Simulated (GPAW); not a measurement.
## Local fields, kernels and plasmons in SiO2 (Quartz)

What do local fields and a kernel do to the response of SiO2 (Quartz)?

Program: GPAW 26.7.0. Level of theory: PBE and many-body steps on it, plane waves. Values are calculated unless marked as measured.

## Step 1: The starting structure

It takes space group P3_121 (No. 152, trigonal). Conventional cell: a = 4.916 Å, b = 4.916 Å, c = 5.409 Å, α = 90.00°, β = 90.00°, γ = 120.00°. Nearest to Si lie 4 O at 1.61 Å. O has 2 Si at 1.61 Å nearest. Farther neighbours, and contacts between anions beyond the nearest, are not listed.

Coordinates:

```cif
data_structure
_symmetry_space_group_name_H-M 'P 1'
_symmetry_Int_Tables_number 1
_cell_length_a 4.9158
_cell_length_b 4.9158
_cell_length_c 5.4091
_cell_angle_alpha 90.000
_cell_angle_beta 90.000
_cell_angle_gamma 120.000
_cell_volume 113.20
loop_
_atom_site_label
_atom_site_type_symbol
_atom_site_fract_x
_atom_site_fract_y
_atom_site_fract_z
_atom_site_occupancy
Si1 Si 0.53030 0.00000 0.33333 1
Si2 Si 0.00000 0.53030 0.66667 1
Si3 Si 0.46970 0.46970 0.00000 1
O4 O 0.14620 0.41420 0.88100 1
O5 O 0.58580 0.73200 0.21433 1
O6 O 0.26800 0.85380 0.54767 1
O7 O 0.41420 0.14620 0.11900 1
O8 O 0.73200 0.58580 0.78567 1
O9 O 0.85380 0.26800 0.45233 1
```

The cell and positions come from the Crystallography Open Database and are kept as given unless a step says otherwise.

## Step 2: Empty states on the mesh, 6×6×4 mesh, 150 bands

This step: GPAW 26.7.0; DFT, PBE, plane waves, PAW.

The sums over transitions need many empty states on a uniform mesh; this step solves for them.

The input, run.py:

```python
import json
import numpy as np
from gpaw.mpi import world
from gpaw import GPAW

calc = GPAW('gs.gpw').fixed_density(kpts={'size': (6, 6, 4), 'gamma': True},
    nbands=175,
    convergence={'bands': 150},
    txt='nscf.txt')
calc.write('full.gpw', mode='all')
res = {}
kpts = calc.get_ibz_k_points()
res['kpts'] = kpts
res['eigenvalues'] = [calc.get_eigenvalues(kpt=k) for k in range(len(kpts))]
res['n_electrons'] = calc.get_number_of_electrons()

if world.rank == 0:
    with open('result.json', 'w') as f:
        json.dump(res, f, default=lambda x: x.tolist())
```

Run with:

```
> mpirun -n 4 gpaw python run.py
```

What it wrote:

```text
Diagonalizing LCAO Hamiltonian
Converting LCAO to pw mode
convergence criteria:
- Maximum integral of absolute [eigenst]ate change: 4e-08 eV^2 / valence electron
maximum number of iterations: 100

SCF iterations
|iter     |     time |      energy | eigst |  dens |
|iter:   1|  |             | +4.02 |       |
|iter:   2|  |             | +2.83 |       |
|iter:   3|  |             | +1.69 |       |
[...]
|iter:  12|  |             | -6.77 |       |
|iter:  13|  |             | -7.16 |       |
|iter:  14|  |             | -7.74c|       |
SCF steps: 14
  __  _  _
 | _ |_)|_||  |
 |__||  | ||/\| - 26.7.0

Input parameters:
  mode=PW(ecut=600.0),
  convergence={'bands': 150},
  gpts=array([28, 28, 32]),
  kpts=MonkhorstPack(size=(6, 6, 4), gamma=True),
  maxiter=100,
  nbands=175,
  occupations=Occupations(name='fermi-dirac', width=0.001, fixmagmom=False),
  parallel={},
  xc=XC(name='PBE')
# Writing to full.gpw (mode='all')
  [... matrices ...]

timing:  # [seconds]
  Total: 0.173  # ━━━━━━━━━━━━━━━━━━━━━━━━━━━━━━━━━━━━━━━━━━━━━━━━━━━━━━━━━━━
```

Run time: 1.9 min. Hardware: 4 MPI ranks of Intel Xeon Platinum 8488C (Sapphire Rapids), shared host; peak memory 1.5 GiB; 7.5 min of CPU time.

Read from the output:

| Property | Result |
| --- | --- |
| gap | 6.031 eV |
| k of the valence top | 0.3333, 0.3333, 0 |
| k of the conduction bottom | 0, 0, 0 |
| least direct gap | 6.349 eV |
| k points computed | 47 |
| lowest point of the top converged band, above the valence top | 57.5972 eV |

On this mesh the gap is 6.031 eV.

## Step 3: RPA response

The response function is computed on a frequency grid, with local fields up to the given cutoff.

This step: linear response, RPA, on PBE, plane waves, PAW.

The input, run.py:

```python
import json
import numpy as np
from gpaw.mpi import world
from gpaw.response.df import DielectricFunction

df = DielectricFunction('full.gpw',
    ecut=50,
    nbands=150,
    eta=0.2,
    frequencies={'type': 'nonlinear', 'domega0': 0.05, 'omega2': 10.0},
    intraband=False,
    txt='df.txt')
res = {'optical': {}, 'eels': []}
for d in 'xz':
    y0, y = df.get_dielectric_function(direction=d, xc='RPA', filename=None)
    res['optical'][d] = [y0.real, y0.imag, y.real, y.imag]
res['w'] = df.get_frequencies()
for q_c in [[0.1666666667, 0, 0], [0.5, 0, 0], [0.8333333333, 0, 0], [1.1666666667, 0, 0]]:
    res['eels'].append(df.get_eels_spectrum(q_c=q_c, xc='RPA', filename=None))

if world.rank == 0:
    with open('result.json', 'w') as f:
        json.dump(res, f, default=lambda x: x.tolist())
```

Run with:

```
> mpirun -n 4 gpaw python run.py
```

What it wrote:

```text
Using integrator: PointIntegrator
NonLinearFrequencyDescriptor(from 0.000 to 79.160 eV, 371 points)
Nonperiodic BCs:  [False False False]
Using integrator: PointIntegrator
NonLinearFrequencyDescriptor(from 0.000 to 79.160 eV, 371 points)
Nonperiodic BCs:  [False False False]

Calculating chi0 body with:
    Ground state adapter containing:
    Number of spins: 1
    Number of kpoints: 144
    Number of irreducible kpoints: 47
    Number of completely occupied states: 24
    Number of partially occupied states: 24
    Occupied states memory: 9.1875 M / cpu

    Linear response parametrization:
    q_c: [0.0, 0.0, 0.0]
    Number of frequency points: 371
    Planewave cutoff: 50.0
    Number of bands: 150
    Number of planewaves: 85
    Broadening (eta): 0.2
    comm.size: 4
    kncomm.size: 4
    blockcomm.size: 1

    Memory estimate of potentially large arrays:
        chi0_wGG: 40.900803 M / cpu
Integrating chi0 body.

Symmetries of q_c:
    Direct symmetries (Uq -> q): 2
    Indirect symmetries (TUq -> q): 2
In total 4 allowed symmetries.

  [... matrices ...]
47 groups of equivalent kpoints. 67.361111% reduction.

Integral kind: spectral function

Calculating chi0 optical extensions with:
    Ground state adapter containing:
    Number of spins: 1
    Number of kpoints: 144
    Number of irreducible kpoints: 47
    Number of completely occupied states: 24
    Number of partially occupied states: 24
    Occupied states memory: 9.1875 M / cpu

    Linear response parametrization:
    Number of frequency points: 371
    Planewave cutoff: 50.0
    Number of bands: 150
    Number of planewaves: 85
    Broadening (eta): 0.2
Integrating chi0 head and wings.

Symmetries of q_c:
    Direct symmetries (Uq -> q): 2
    Indirect symmetries (TUq -> q): 2
In total 4 allowed symmetries.

  [... matrices ...]
47 groups of equivalent kpoints. 67.361111% reduction.

Integral kind: spectral function wings

Calculating chi0 body with:
    Ground state adapter containing:
    Number of spins: 1
    Number of kpoints: 144
    Number of irreducible kpoints: 47
    Number of completely occupied states: 24
    Number of partially occupied states: 24
    Occupied states memory: 9.1875 M / cpu

    Linear response parametrization:
    q_c: [0.1666666667, 0.0, 0.0]
    Number of frequency points: 371
    Planewave cutoff: 50.0
    Number of bands: 150
    Number of planewaves: 87
    Broadening (eta): 0.2
    comm.size: 4
    kncomm.size: 4
    blockcomm.size: 1

    Memory estimate of potentially large arrays:
        chi0_wGG: 42.848190 M / cpu
Integrating chi0 body.

Symmetries of q_c:
    Direct symmetries (Uq -> q): 1
    Indirect symmetries (TUq -> q): 0
In total 1 allowed symmetries.

  [... matrices ...]
144 groups of equivalent kpoints. 0.0% reduction.

Integral kind: spectral function

[... 3 further calls ...]
```

Wall time 1.7 min (4 MPI ranks); peak memory 1.8 GiB; 6.9 min of CPU time.

Numbers from this step:

```
ε at zero frequency           : 2.346
the same without local fields : 2.520
```

The static value is 2.35.

The ε₂ has structure finer than the step of the table below, so its rows give means over 2 eV. Peaks (eV: height): xx, no local fields 10.2: 3.14; xx, local fields 10.4: 2.73; zz, no local fields 10.0: 2.93, 15.8: 3.13; zz, local fields 10.0: 2.77, 15.8: 2.57.

RPA, broadening 0.2 eV. ε₂ against photon energy; means over each step:

| photon energy (eV) | xx, no local fields | xx, local fields | zz, no local fields | zz, local fields |
| --- | --- | --- | --- | --- |
| 2 | 0.00803 | 0.00697 | 0.00819 | 0.00728 |
| 4 | 0.0204 | 0.0178 | 0.0209 | 0.0187 |
| 6 | 0.0576 | 0.0520 | 0.0585 | 0.0535 |
| 8 | 0.616 | 0.578 | 0.669 | 0.637 |
| 10 | 2.60 | 2.26 | 2.56 | 2.34 |
| 12 | 2.42 | 1.94 | 2.39 | 1.93 |
| 14 | 2.28 | 1.91 | 2.22 | 1.90 |
| 16 | 2.32 | 1.86 | 2.55 | 2.14 |
| 18 | 1.82 | 1.58 | 1.74 | 1.45 |
| 20 | 1.20 | 1.05 | 1.34 | 1.21 |
| 22 | 0.819 | 0.814 | 0.748 | 0.760 |
| 24 | 0.585 | 0.590 | 0.555 | 0.519 |
| 26 | 0.502 | 0.483 | 0.422 | 0.428 |
| 28 | 0.421 | 0.434 | 0.370 | 0.366 |
| 30 | 0.367 | 0.396 | 0.388 | 0.383 |
| 32 | 0.290 | 0.328 | 0.318 | 0.337 |
| 34 | 0.219 | 0.229 | 0.257 | 0.264 |
| 36 | 0.223 | 0.207 | 0.232 | 0.218 |
| 38 | 0.208 | 0.197 | 0.209 | 0.208 |

Optical limit, local fields. The loss function by energy loss; read off at these points:

```
energy loss (eV)       xx       zz
             0.0        0        0
             2.0  0.00122  0.00124
             4.0  0.00281  0.00286
             6.0  0.00589  0.00595
             8.0   0.0437   0.0483
            10.0    0.154    0.191
            12.0    0.278    0.275
            14.0    0.310    0.301
            16.0    0.435    0.366
            18.0    0.544    0.619
            20.0    0.822    0.728
            22.0    0.993     1.18
            22.8     1.04     1.24
            23.4     1.06     1.21
            24.0     1.01     1.09
            26.0    0.813    0.815
            28.0    0.724    0.627
            30.0    0.704    0.596
            32.0    0.660    0.619
            34.0    0.438    0.490
            36.0    0.345    0.359
            38.0    0.316    0.342
```

RPA, local fields; q along the first reciprocal vector. Table of -Im 1/eps(q) by energy loss; read off at these points:

```csv
energy loss (eV),q = 0.246 1/A,q = 0.738 1/A,q = 1.230 1/A,q = 1.722 1/A
0.00,0,0,0,0
2.50,0.00152,0.00123,9.1e-4,6.4e-4
5.00,0.00382,0.00299,0.00221,0.00154
7.50,0.0180,0.0100,0.00907,0.00726
10.00,0.144,0.100,0.0564,0.0388
12.50,0.274,0.238,0.173,0.114
15.00,0.354,0.311,0.250,0.177
17.50,0.497,0.440,0.320,0.225
20.00,0.805,0.680,0.455,0.293
22.50,1.01,0.771,0.523,0.336
23.20,1.03,0.829,0.544,0.353
23.40,1.04,0.827,0.535,0.348
25.00,0.929,0.774,0.526,0.311
27.50,0.768,0.717,0.563,0.368
30.00,0.716,0.711,0.642,0.444
31.40,0.691,0.703,0.659,0.471
31.60,0.693,0.692,0.656,0.474
32.50,0.637,0.637,0.617,0.462
35.00,0.388,0.448,0.511,0.432
37.50,0.334,0.384,0.442,0.402
```

## Step 4: ALDA response

This step: linear response, ALDA, on PBE, plane waves, PAW.

Changes to run.py since step 3:

```diff
@@ -14,7 +14,7 @@
 for d in 'xz':
-    y0, y = df.get_dielectric_function(direction=d, xc='RPA', filename=None)
+    y0, y = df.get_dielectric_function(direction=d, xc='ALDA', filename=None)
     res['optical'][d] = [y0.real, y0.imag, y.real, y.imag]
 res['w'] = df.get_frequencies()
-for q_c in [[0.1666666667, 0, 0], [0.5, 0, 0], [0.8333333333, 0, 0], [1.1666666667, 0, 0]]:
-    res['eels'].append(df.get_eels_spectrum(q_c=q_c, xc='RPA', filename=None))
+for q_c in [[0.8333333333, 0, 0]]:
+    res['eels'].append(df.get_eels_spectrum(q_c=q_c, xc='ALDA', filename=None))
```

Run with:

```
> mpirun -n 4 gpaw python run.py
```

What it wrote:

```text
Using integrator: PointIntegrator
NonLinearFrequencyDescriptor(from 0.000 to 79.160 eV, 371 points)
Nonperiodic BCs:  [False False False]
Using integrator: PointIntegrator
NonLinearFrequencyDescriptor(from 0.000 to 79.160 eV, 371 points)
Nonperiodic BCs:  [False False False]

Calculating chi0 body with:
    Ground state adapter containing:
    Number of spins: 1
    Number of kpoints: 144
    Number of irreducible kpoints: 47
    Number of completely occupied states: 24
    Number of partially occupied states: 24
    Occupied states memory: 9.1875 M / cpu

    Linear response parametrization:
    q_c: [0.0, 0.0, 0.0]
    Number of frequency points: 371
    Planewave cutoff: 50.0
    Number of bands: 150
    Number of planewaves: 85
    Broadening (eta): 0.2
    comm.size: 4
    kncomm.size: 4
    blockcomm.size: 1

    Memory estimate of potentially large arrays:
        chi0_wGG: 40.900803 M / cpu
Integrating chi0 body.

Symmetries of q_c:
    Direct symmetries (Uq -> q): 2
    Indirect symmetries (TUq -> q): 2
In total 4 allowed symmetries.

  [... matrices ...]
47 groups of equivalent kpoints. 67.361111% reduction.

Integral kind: spectral function

Calculating chi0 optical extensions with:
    Ground state adapter containing:
    Number of spins: 1
    Number of kpoints: 144
    Number of irreducible kpoints: 47
    Number of completely occupied states: 24
    Number of partially occupied states: 24
    Occupied states memory: 9.1875 M / cpu

    Linear response parametrization:
    Number of frequency points: 371
    Planewave cutoff: 50.0
    Number of bands: 150
    Number of planewaves: 85
    Broadening (eta): 0.2
Integrating chi0 head and wings.

Symmetries of q_c:
    Direct symmetries (Uq -> q): 2
    Indirect symmetries (TUq -> q): 2
[...]
In total: 0.999804 of the surface norm square could be covered on average

    RSHE of atom 2
      (l,m)   max weight  avg weight  included
[...]
[... further lines of this kind ...]
      In total: 0.999804 of the surface norm square is covered on average
      In total: 0.999804 of the surface norm square could be covered on average

[...]
(4,-2)  0.00000145  0.00000003  yes
      (4,-1)  0.00000075  0.00000002  yes
[...]
[... further lines of this kind ...]
[...]
Calculating ALDA kernel
Calculating f(G)
    Calculating PAW corrections

[...]
[... matrices ...]

Calculating chi0 body with:
    Ground state adapter containing:
    Number of spins: 1
    Number of kpoints: 144
    Number of irreducible kpoints: 47
    Number of completely occupied states: 24
    Number of partially occupied states: 24
    Occupied states memory: 9.1875 M / cpu

    Linear response parametrization:
    q_c: [0.8333333333, 0.0, 0.0]
    Number of frequency points: 371
    Planewave cutoff: 50.0
    Number of bands: 150
    Number of planewaves: 87
    Broadening (eta): 0.2
    comm.size: 4
    kncomm.size: 4
    blockcomm.size: 1

    Memory estimate of potentially large arrays:
        chi0_wGG: 42.848190 M / cpu
Integrating chi0 body.

Symmetries of q_c:
    Direct symmetries (Uq -> q): 1
    Indirect symmetries (TUq -> q): 0
In total 1 allowed symmetries.

  [... matrices ...]
144 groups of equivalent kpoints. 0.0% reduction.

Integral kind: spectral function

Calculating ALDA kernel
Calculating f(G)
    Calculating PAW corrections

[...]
RSHE of atom 7
      (l,m)   max weight  avg weight  included
      In total: 1.000000 of the surface norm square is covered on average
      In total: 1.000000 of the surface norm square could be covered on average

    RSHE of atom 8
      (l,m)   max weight  avg weight  included
      In total: 1.000000 of the surface norm square is covered on average
      In total: 1.000000 of the surface norm square could be covered on average
```

Wall time 50 s (4 MPI ranks); peak memory 1.8 GiB.

Read from the output:

- ε at zero frequency: 2.416
- the same without local fields: 2.520

The static value is 2.42.

## Step 5: RPA response, local-field cutoff (6×6×4 mesh, 150 bands, screening to 15 eV, broadening 0.2 eV)

This step: linear response, RPA, on PBE, plane waves, PAW.

Changes to run.py since step 4:

```diff
@@ -6,3 +6,3 @@
 df = DielectricFunction('full.gpw',
-    ecut=50,
+    ecut=15,
     nbands=150,
@@ -14,3 +14,3 @@
 for d in 'xz':
-    y0, y = df.get_dielectric_function(direction=d, xc='ALDA', filename=None)
+    y0, y = df.get_dielectric_function(direction=d, xc='RPA', filename=None)
     res['optical'][d] = [y0.real, y0.imag, y.real, y.imag]
@@ -18,3 +18,3 @@
 for q_c in [[0.8333333333, 0, 0]]:
-    res['eels'].append(df.get_eels_spectrum(q_c=q_c, xc='ALDA', filename=None))
+    res['eels'].append(df.get_eels_spectrum(q_c=q_c, xc='RPA', filename=None))
```

Run with:

```
> mpirun -n 4 gpaw python run.py
```

What it wrote:

```text
Using integrator: PointIntegrator
NonLinearFrequencyDescriptor(from 0.000 to 79.160 eV, 371 points)
Nonperiodic BCs:  [False False False]
Using integrator: PointIntegrator
NonLinearFrequencyDescriptor(from 0.000 to 79.160 eV, 371 points)
Nonperiodic BCs:  [False False False]

Calculating chi0 body with:
    Ground state adapter containing:
    Number of spins: 1
    Number of kpoints: 144
    Number of irreducible kpoints: 47
    Number of completely occupied states: 24
    Number of partially occupied states: 24
    Occupied states memory: 9.1875 M / cpu

    Linear response parametrization:
    q_c: [0.0, 0.0, 0.0]
    Number of frequency points: 371
    Planewave cutoff: 15.0
    Number of bands: 150
    Number of planewaves: 21
    Broadening (eta): 0.2
    comm.size: 4
    kncomm.size: 4
    blockcomm.size: 1

    Memory estimate of potentially large arrays:
        chi0_wGG: 2.496506 M / cpu
Integrating chi0 body.

Symmetries of q_c:
    Direct symmetries (Uq -> q): 2
    Indirect symmetries (TUq -> q): 2
In total 4 allowed symmetries.

  [... matrices ...]
47 groups of equivalent kpoints. 67.361111% reduction.

Integral kind: spectral function

Calculating chi0 optical extensions with:
    Ground state adapter containing:
    Number of spins: 1
    Number of kpoints: 144
    Number of irreducible kpoints: 47
    Number of completely occupied states: 24
    Number of partially occupied states: 24
    Occupied states memory: 9.1875 M / cpu

    Linear response parametrization:
    Number of frequency points: 371
    Planewave cutoff: 15.0
    Number of bands: 150
    Number of planewaves: 21
    Broadening (eta): 0.2
Integrating chi0 head and wings.

Symmetries of q_c:
    Direct symmetries (Uq -> q): 2
    Indirect symmetries (TUq -> q): 2
In total 4 allowed symmetries.

  [... matrices ...]
47 groups of equivalent kpoints. 67.361111% reduction.

Integral kind: spectral function wings

Calculating chi0 body with:
    Ground state adapter containing:
    Number of spins: 1
    Number of kpoints: 144
    Number of irreducible kpoints: 47
    Number of completely occupied states: 24
    Number of partially occupied states: 24
    Occupied states memory: 9.1875 M / cpu

    Linear response parametrization:
    q_c: [0.8333333333, 0.0, 0.0]
    Number of frequency points: 371
    Planewave cutoff: 15.0
    Number of bands: 150
    Number of planewaves: 15
    Broadening (eta): 0.2
    comm.size: 4
    kncomm.size: 4
    blockcomm.size: 1

    Memory estimate of potentially large arrays:
        chi0_wGG: 1.273727 M / cpu
Integrating chi0 body.

Symmetries of q_c:
    Direct symmetries (Uq -> q): 1
    Indirect symmetries (TUq -> q): 0
In total 1 allowed symmetries.

  [... matrices ...]
144 groups of equivalent kpoints. 0.0% reduction.

Integral kind: spectral function
```

Run time: 42 s. Hardware: 4 MPI ranks; peak memory 1.4 GiB; 2.8 min of CPU time.

Numbers from this step:

| Property | Result |
| --- | --- |
| ε at zero frequency | 2.457 |
| the same without local fields | 2.520 |

The static value is 2.46.

[end of part 1 of 2]

[Long decimals in the printed logs are rounded to 6 places.]

[Logs are printed without paths, hosts, clocks, repeated set-up lines and the standing remarks that a program may print on its own settings, such as how far it seeks lower states.]

[Paths, hosts, dates, memory and timing lines, banners, echoed tables and standing remarks are left out of the program output; an Ansatz launch command may be rebuilt from the run's recorded settings. Measured values are a selection of at most five: reports struck by readers or far from the other reports are left out. None is set beside runs whose start may be inverted or whose files or cutoffs have a known fault.]

[Runs of the session that timed out or met a known fault of the program may be left out.]

[Hosts, paths, dates, database ids (printed as entryN), source tags and the programs' standing remarks are cut or masked in the printed files.]

[Where the starting crystal was built by hand or by swapping elements, it need not be the compound's stable phase.]
